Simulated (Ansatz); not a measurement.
**Whose spectrum is this?**

Method: Ansatz, PBE, independent particles, without spin-orbit coupling, line width 0.1 eV (Gaussian); metals get a typed carrier damping. The response is along the first axis of the cell.

| E (eV) | Im ε |
| --- | --- |
| 0.00 | 0.00 |
| 0.50 | 0.00 |
| 1.00 | 0.00 |
| 1.50 | 0.00 |
| 2.00 | 0.00 |
| 2.50 | 0.00 |
| 3.00 | 0.00 |
| 3.50 | 0.00 |
| 4.00 | 0.00 |
| 4.50 | 0.01 |
| 5.00 | 1.45 |
| 5.50 | 4.20 |
| 6.00 | 14.84 |
| 6.50 | 21.83 |
| 7.00 | 19.23 |
| 7.50 | 12.23 |
| 8.00 | 13.26 |

Problem. To which candidate does it belong?
A. SiC (P6_3mc)
B. WC (P-6m2)
C. Si2Mo (I4/mmm)
D. Co2Si (Pnma)

Solution. A. SiC (P6_3mc): least direct gap 4.08 eV, ε∞ = 7.11 along the first axis, strongest peak along the first axis at 6.50 eV. The others: Co2Si (Pnma), a metal, with a Drude term, main peak of the conductivity above 1 eV at 6.31 eV; Si2Mo (I4/mmm), a metal, with a Drude term, main peak of the conductivity above 1 eV at 5.76 eV; WC (P-6m2), a metal, with a Drude term, main peak of the conductivity above 1 eV at 8.14 eV.
